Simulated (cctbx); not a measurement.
**Cs2Os: precision against data quality**

Space group P6_3/mmc (no. 194), a = 5.8450 Å, b = 5.8450 Å, c = 7.8650 Å, α = 90.00°, β = 90.00°, γ = 120.00°.

| atom | mult. | x | y | z | Ueq (Å²) |
| --- | --- | --- | --- | --- | --- |
| Os1 | 2 | 1/3 | 2/3 | 1/4 | 0.0039 |
| Cs1 | 2 | 0 | 0 | 1/2 | 0.0039 |
| Cs2 | 2 | 1/3 | 2/3 | 3/4 | 0.0043 |

The model is made up (kin elements in a known structure type, no relaxation), so it says nothing on whether the phase exists.

Five simulated data sets (cctbx; Ag Kα, λ = 0.56087 Å; 2 % proportional error) differ in resolution or exposure (noise floor 4 counts in the first three, 8 in the last two). Each is refined with the right model, isotropic at 1.1 Å and anisotropic otherwise. How do the figures of merit and the uncertainties move?

```csv
d min (Å),top counts,"⟨I/σ⟩ (unmerged, absences included)",unique,param. (scale apart),Rint,R1,GooF,largest s.u. xyz (fractional),s.u. U of Cs1 (Å²),largest error (Å)
1.1,70000,26.9,49,3,0.016,0.0062,1.32,0.00000,0.0003,0.0000
0.84,70000,24.6,98,6,0.017,0.0038,0.81,0.00000,0.0001,0.0000
0.6,70000,21.8,247,6,0.018,0.0048,0.97,0.00000,0.0000,0.0000
0.75,300,1.8,134,6,0.261,0.0445,0.87,0.00000,0.0011,0.0000
0.75,3000,7.5,134,6,0.050,0.0179,0.87,0.00000,0.0002,0.0000
```

The number of reflections grows roughly as 1/d³: 49, 98 and 247 here. R1 follows the noise rather than the truth: at 300 counts it is 0.0445, at 3000 counts 0.0179, while GooF is 0.87 and 0.87: the weights 1/σ² carry the noise. The s.u. of U (U11 where anisotropic) for Cs1 goes 0.0003, 0.0001, 0.0000 Å² with resolution and 0.0011, 0.0002 Å² with exposure.

The 1.1 Å row also differs in its displacement model, so it isn't a clean test of resolution.

Hardware for the 0.6 Å refinement: 0.34 s on 1 thread of Arm Neoverse V2, with other jobs on the host, peak memory 0.09 GiB.

[Logs are printed without paths, hosts, clocks, repeated set-up lines and the standing remarks that a program may print on its own settings, such as how far it seeks lower states.]
